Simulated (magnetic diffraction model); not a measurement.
## Which magnetic order? NdMg5Pb

Space group P6_3/mmc (no. 194), a = 5.9800 Å, c = 23.4800 Å.

```csv
site,atom,x,y,z
4f,Pb,2/3,1/3,0.5840
2a,Nd,0,0,1/2
2c,Nd,1/3,2/3,1/4
12k,Mg,0.1659,0.8341,0.6465
4f,Mg,2/3,1/3,0.0449
2d,Mg,1/3,2/3,3/4
2b,Mg,0,0,1/4
```

This is a made-up structure (elements placed in a structure type, unrelaxed), so the numbers test the method and describe no known phase.

Only Nd is taken to order (form factors of Nd3+); orders and moment sizes are assumed, and not adapted to the symmetry. Radiation: neutrons of λ = 1.8 Å, 1.5° to 40°; isotropic B of 0.17 Å² (Pb), 0.29 Å² (Nd) and 0.47 Å² (Mg). Simulated constant-wavelength pattern: nuclear and magnetic terms add, the magnetic one as |2.695 fm × Σ f S⊥ exp(2πi Q·r) exp(−B s²)|², summed over all Q at one angle with the factor 1/(sin²θ cos θ). For a modulated order the moment at position r is S exp(−2πi k·r) + c.c., with S = m/2 for a sine wave of amplitude m and S = m(u + iv)/2 for moments turning in a plane, u and v being orthogonal unit vectors in it; the phase factor of the sum at Q = H + k is then exp(2πi H·r). Free-ion form factors, Sears's scattering lengths of 1992, no absorption; a label names one of the reflections at its angle. The strongest nuclear line in the range is 100, and lines under 0.2 are left out.

Above the ordering temperature:

| 2θ (°) | index | I |
| --- | --- | --- |
| 8.79 | (0 0 2) | 0.2 |
| 17.64 | (0 0 4) | 2.7 |
| 20.02 | (1 0 0) | 1.1 |
| 21.90 | (1 0 2) | 0.8 |
| 24.05 | (1 0 3) | 3.1 |
| 26.59 | (0 0 6) | 1.6 |
| 26.80 | (1 0 4) | 3.1 |
| 29.99 | (1 0 5) | 12.9 |
| 33.51 | (1 0 6) | 56.7 |
| 35.04 | (1 1 0) | 100.0 |
| 35.71 | (0 0 8) | 10.4 |
| 36.19 | (1 1 2) | 10.3 |
| 37.29 | (1 0 7) | 37.4 |
| 39.49 | (1 1 4) | 71.7 |

Below it (cell unchanged):

| 2θ (°) | I |
| --- | --- |
| 4.98 | 8.0 |
| 6.64 | 12.9 |
| 8.79 | 0.2 |
| 10.11 | 6.8 |
| 14.12 | 3.7 |
| 14.98 | 0.2 |
| 15.62 | 3.0 |
| 17.39 | 0.4 |
| 17.64 | 2.7 |
| 18.02 | 0.3 |
| 18.34 | 2.2 |
| 18.56 | 4.2 |
| 20.02 | 1.1 |
| 20.02 | 2.4 |
| 20.09 | 0.6 |
| 21.90 | 0.8 |
| 22.41 | 3.6 |
| 22.67 | 1.5 |
| 23.22 | 0.3 |
| 23.40 | 2.5 |
| 24.05 | 3.1 |
| 24.64 | 0.4 |
| 25.32 | 0.4 |
| 25.49 | 1.1 |
| 26.58 | 2.4 |
| 26.59 | 1.6 |
| 26.80 | 3.1 |
| 26.80 | 1.6 |
| 27.07 | 1.0 |
| 28.46 | 1.0 |
| 28.66 | 2.6 |
| 29.11 | 0.3 |
| 29.99 | 12.9 |
| 30.65 | 0.4 |
| 30.98 | 0.8 |
| 31.54 | 0.7 |
(The table stops after 36 lines; 26 more lie at higher angle.)

**Question.** Check that the new lines index with k = (1/4 0 0), then choose among these models:
A. a sine wave with moments along [001] (amplitudes given), 2.4 μB on Nd; signs + at (0, 0, 1/2), − at (0, 0, 0), + at (1/3, 2/3, 1/4), + at (2/3, 1/3, 3/4)
B. moments turning in the plane of [001] and [100], 2.4 μB on Nd; signs + at (0, 0, 1/2), − at (0, 0, 0), + at (1/3, 2/3, 1/4), + at (2/3, 1/3, 3/4)
C. a sine wave with moments along [100] (amplitudes given), 2.4 μB on Nd; signs + at (0, 0, 1/2), − at (0, 0, 0), + at (1/3, 2/3, 1/4), + at (2/3, 1/3, 3/4)
D. moments turning in the plane of [100] and [010], 2.4 μB on Nd; signs + at (0, 0, 1/2), − at (0, 0, 0), + at (1/3, 2/3, 1/4), + at (2/3, 1/3, 3/4)

The new lines index as (1/4 0 0) at 4.98°, (1/4 0 1) at 6.64°, (1/4 0 2) at 10.11° and (1/4 0 3) at 14.12°, that is as H ± k with k = (1/4 0 0), one of 3 inequivalent arms of its star (k and −k counted as one), which a powder can't tell apart. Satellites come in pairs about each point of the reciprocal lattice.

Magnetic intensity, observed (below minus above) and for each model:

| 2θ (°) | index | observed | A | B | C | D |
| --- | --- | --- | --- | --- | --- | --- |
| 4.98 | (1/4 0 0) | 8.0 | 8.0 | 10.0 | 2.0 | 8.0 |
| 6.64 | (1/4 0 1) | 12.9 | 5.1 | 10.2 | 5.2 | 12.9 |
| 10.11 | (1/4 0 2) | 6.8 | 0.9 | 4.1 | 3.2 | 6.8 |
| 14.12 | (1/4 0 3) | 3.7 | 0.2 | 2.0 | 1.8 | 3.7 |
| 15.62 | (3/4 0 1) | 3.0 | 2.6 | 3.5 | 0.9 | 3.0 |
| 18.34 | (1/4 0 4) | 2.2 | <0.2 | 1.2 | 1.1 | 2.2 |
| 18.56 | (1/4 -1 1) | 4.2 | 3.7 | 6.6 | 2.9 | 4.2 |
| 23.40 | (1/4 1 -1) | 2.5 | 2.4 | 3.7 | 1.4 | 2.5 |

Model D matches.

The structure used: k = (1/4 0 0), moments turning in the plane of [100] and [010], 2.4 μB on Nd; signs + at (0, 0, 1/2), − at (0, 0, 0), + at (1/3, 2/3, 1/4), + at (2/3, 1/3, 3/4).

[Logs are printed without paths, hosts, clocks, repeated set-up lines and the standing remarks that a program may print on its own settings, such as how far it seeks lower states.]
